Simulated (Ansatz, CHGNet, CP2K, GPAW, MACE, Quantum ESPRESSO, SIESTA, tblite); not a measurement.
# Running phosphorene, 3 layers, N on P sites (72 atoms) with CP2K, part 2 of 2

Aim: run phosphorene, 3 layers, N on P sites (72 atoms) in CP2K and see how near its forces come to a plane-wave reference, and at what cost.

Program: CP2K 2026.2; the method stands at each step. Banners, paths, timers and routine set-up lines are dropped from the logs unmarked, and long logs keep their key lines alone; longer cuts are marked.

So far. Step 2 (PBE, TZVP-UZH, 600/50 Ry, diagonalisation): Forces lie 3.0 % from the reference's, at 0.20 times its CPU time (on 2 against 1 cores).

## 3. PBE, DZVP-UZH, 600/50 Ry, diagonalisation

Method: Kohn-Sham DFT, PBE, GTH-PBE pseudopotentials, Gaussian and plane waves, DZVP-MOLOPT (UZH set), diagonalisation.

Input file input.inp:

```
&GLOBAL
  PROJECT cell
  RUN_TYPE ENERGY_FORCE
  PRINT_LEVEL LOW
&END GLOBAL
&FORCE_EVAL
  METHOD QS
  &DFT
    BASIS_SET_FILE_NAME BASIS_MOLOPT_UZH
    POTENTIAL_FILE_NAME POTENTIAL_UZH
    &MGRID
      CUTOFF 600
      REL_CUTOFF 50
      NGRIDS 5
    &END MGRID
    &QS
      EPS_DEFAULT 1.0E-12
    &END QS
    &SCF
      SCF_GUESS ATOMIC
      EPS_SCF 5.0E-06
      MAX_SCF 200
      ADDED_MOS 36
      &DIAGONALIZATION
        ALGORITHM STANDARD
      &END DIAGONALIZATION
      &SMEAR ON
        METHOD FERMI_DIRAC
        ELECTRONIC_TEMPERATURE [K] 580
      &END SMEAR
      &MIXING
        METHOD BROYDEN_MIXING
        ALPHA 0.2
        NBROYDEN 12
        BETA 0.05
      &END MIXING
      &PRINT
        &RESTART OFF
        &END RESTART
      &END PRINT
    &END SCF
    &XC
      &XC_FUNCTIONAL PBE
      &END XC_FUNCTIONAL
    &END XC
    &PRINT
      &MULLIKEN ON
      &END MULLIKEN
      &HIRSHFELD ON
        SHAPE_FUNCTION DENSITY
      &END HIRSHFELD
      &MO ON
        EIGENVALUES T
        OCCUPATION_NUMBERS T
        MO_INDEX_RANGE 169 192
        &EACH
          QS_SCF 0
        &END EACH
        ADD_LAST NUMERIC
      &END MO
    &END PRINT
  &END DFT
  &SUBSYS
    &CELL
      A 10.33970 0.00000 0.00000
      B 0.00000 9.10210 0.00000
      C 0.00000 0.00000 29.17600
    &END CELL
    &TOPOLOGY
      COORD_FILE_NAME structure.xyz
      COORD_FILE_FORMAT XYZ
    &END TOPOLOGY
    &KIND P
      BASIS_SET DZVP-MOLOPT-PBE-GTH-q5
      POTENTIAL GTH-PBE-q5
    &END KIND
    &KIND N
      BASIS_SET DZVP-MOLOPT-PBE-GTH-q5
      POTENTIAL GTH-PBE-q5
    &END KIND
  &END SUBSYS
  &PRINT
    &FORCES ON
    &END FORCES
  &END PRINT
&END FORCE_EVAL
```

Input file structure.xyz:

```xyz
72

P 10.28604 0.38311 10.15208
P 0.00507 8.71808 8.00619
N 1.77016 1.89160 10.17484
P 1.73707 2.64725 7.93237
P 10.32295 4.88728 10.12378
P 10.32688 4.15138 7.96913
P 1.75765 6.44192 10.13691
P 1.77047 7.22898 7.98372
P 3.45522 0.31612 10.14362
P 3.45584 8.72855 7.96913
P 5.18825 1.93656 10.17163
P 5.19963 2.64816 7.97555
P 3.45770 4.98413 10.12874
N 3.50288 4.25287 8.02282
N 5.15610 6.46832 10.12932
P 5.15827 7.23408 8.01873
P 6.89337 0.36882 10.14537
P 6.84860 8.75822 7.94521
N 8.65309 1.93383 10.14187
P 8.67025 2.64680 7.95775
[... 48 atom lines left out ...]
P 6.87528 4.91595 21.17098
N 6.89100 4.16649 19.09423
P 8.61266 6.48461 21.16164
N 8.60811 7.21123 19.07031
```

On the command line:

```bash
$ OMP_NUM_THREADS=2 cp2k.psmp -i input.inp > output.txt
```

Numbers of over 12 decimals in the logs are rounded to 6 here.

The log of the run:

```text
CP2K| version string:                                       CP2K version 2026.2
 CP2K| Input file name                                                 input.inp
 GLOBAL| Basis set file name                                    BASIS_MOLOPT_UZH
 GLOBAL| Potential file name                                       POTENTIAL_UZH
 GLOBAL| Run type                                                   ENERGY_FORCE
 GLOBAL| Total number of message passing processes                             1
 GLOBAL| Number of threads for this process                                    2
 TOTAL NUMBERS AND MAXIMUM NUMBERS
  Total number of            - Atomic kinds:                                   2
                             - Atoms:                                         72
[... lines left out ...]
                        Smear method:                                FERMI_DIRAC
[... lines left out ...]
 Number of electrons:                                                        360
[... lines left out ...]
  Step     Update method      Time    Convergence         Total energy    Change
[... lines left out ...]
  *** SCF run converged in    34 steps ***
[... lines left out ...]
  Fermi energy:                                                -0.041235
  Total energy:                                              -551.648697
  Total energy (extrapolated to T->0):                       -551.648334
[... lines left out ...]
 MO| E(Fermi):           -0.041235 a.u.         -1.122055 eV
[... lines left out ...]
       2     P        1          5.059908                             -0.059908
       3     N        2          5.520347                             -0.520347
[...]
71     P        1          4.816427                              0.183573
      72     N        2          5.503037                             -0.503037
 # Total charge                            360.000000                  0.000000
 !-----------------------------------------------------------------------------!
 !-----------------------------------------------------------------------------!
                           Hirshfeld Charges
  #Atom  Element  Kind  Ref Charge     Population                    Net charge
      1       P      1       5.000          4.852                         0.148
      2       P      1       5.000          5.029                        -0.029
      3       N      2       5.000          5.208                        -0.208
[...]
71       P      1       5.000          4.927                         0.073
     72       N      2       5.000          5.177                        -0.177
  Total Charge                                                           -0.000
 !-----------------------------------------------------------------------------!
 ENERGY| Total FORCE_EVAL ( QS ) energy [hartree]           -551.648700
 FORCES| Atomic forces [hartree/bohr]
 FORCES|   Atom     x               y               z               |f|
 FORCES|      1  2.87130746E-03  5.05623141E-02 -3.44920406E-03   5.07610976E-02
 FORCES|      2 -4.47302421E-03 -2.37869778E-03  9.39836549E-03   1.06768639E-02
 FORCES|      3 -4.25365218E-03 -3.84061777E-02 -5.33977774E-02   6.59124470E-02
[...]
FORCES|     71 -1.13504637E-03 -2.98276638E-03 -4.79199008E-02   4.80260566E-02
 FORCES|     72  1.38006070E-03  4.08916383E-02  5.01171244E-02   6.46974250E-02
 FORCES| Sum    -1.99794222E-05 -7.70543649E-05  2.81566778E-04
 FORCES| Total atomic force                                       2.92602808E-04
```

Elapsed: 5.8 min, on 2 threads of Arm Neoverse V1, shared host; peak memory 7.3 GiB; 9.7 min of CPU time.

Against the reference:

| Item | Value |
| --- | --- |
| r.m.s. force component | 1.542 eV/Å |
| r.m.s. difference of force components | 56.89 meV/Å |
| longest difference of force vectors | 181.3 meV/Å |
| force difference over r.m.s. force | 3.607 % |
| slope of forces against the reference's | 0.9775 |
| correlation of force components | 0.9996 |

Against the first run (3.0 %), the force difference from the reference is 3.6 %, at 1.1 times the CPU time, with 936 basis functions against 1224: the smaller basis costs accuracy.

## 4. Side by side

Differences are against the plane-wave reference, forces as r.m.s. over components; share is that over the reference's r.m.s. force, slope the least-squares factor from reference forces to these. Total energies of different programs have different zeros and aren't compared.

```
                                           run  Δ force, r.m.s. (meV/Å)  share (%)  slope  cores  CPU time  memory (GiB)
                                     reference                        -          -      -      1    43 min          10.0
CP2K PBE, TZVP-UZH, 600/50 Ry, diagonalisation                     46.7       2.96  0.981      2   8.7 min           7.3
CP2K PBE, DZVP-UZH, 600/50 Ry, diagonalisation                     56.9       3.61  0.978      2   9.7 min           7.3
```

CPU time is summed over cores on a shared host, where runs went side by side, so it is rough. Symmetry, cutoffs, thresholds, outputs and thread counts weren't matched or tuned between programs; memory under MPI is the largest rank's times the ranks.

Mean charges by element (e), by run and scheme:

```
                                           run     scheme      P      N
CP2K PBE, TZVP-UZH, 600/50 Ry, diagonalisation   Mulliken  +0.22  -0.44
CP2K PBE, TZVP-UZH, 600/50 Ry, diagonalisation  Hirshfeld  +0.09  -0.18
CP2K PBE, DZVP-UZH, 600/50 Ry, diagonalisation   Mulliken  +0.23  -0.46
CP2K PBE, DZVP-UZH, 600/50 Ry, diagonalisation  Hirshfeld  +0.09  -0.18
```

## 5. Outcome

| Quantity | Value |
| --- | --- |
| nearest in forces | CP2K PBE, TZVP-UZH, 600/50 Ry, diagonalisation, 3.0 % |
| its CPU time | 8.7 min |

In words: The PBE runs in local orbitals differ by 3.0 % (CP2K PBE, TZVP-UZH, 600/50 Ry, diagonalisation) to 3.6 % (CP2K PBE, DZVP-UZH, 600/50 Ry, diagonalisation); basis, grid and potentials can all enter. Of the electronic-structure runs that take under half the reference's CPU time, CP2K PBE, TZVP-UZH, 600/50 Ry, diagonalisation comes nearest, at 3.0 % in 8.7 min against 43 min. Charges hang on scheme and program or settings: among these rows the mean for N runs from -0.46 to -0.18 e. The electronic-structure runs sample only Γ, in a cell whose shortest periodic width is 9 Å.

[Also dropped from logs without a mark: logging warnings of Python, and SIESTA's first energy breakdown and zero terms.]

[Logs are printed without paths, hosts, clocks, repeated set-up lines and the standing remarks that a program may print on its own settings, such as how far it seeks lower states.]

[Hosts, paths, dates, database ids (printed as entryN), source tags and the programs' standing remarks are cut or masked in the printed files.]
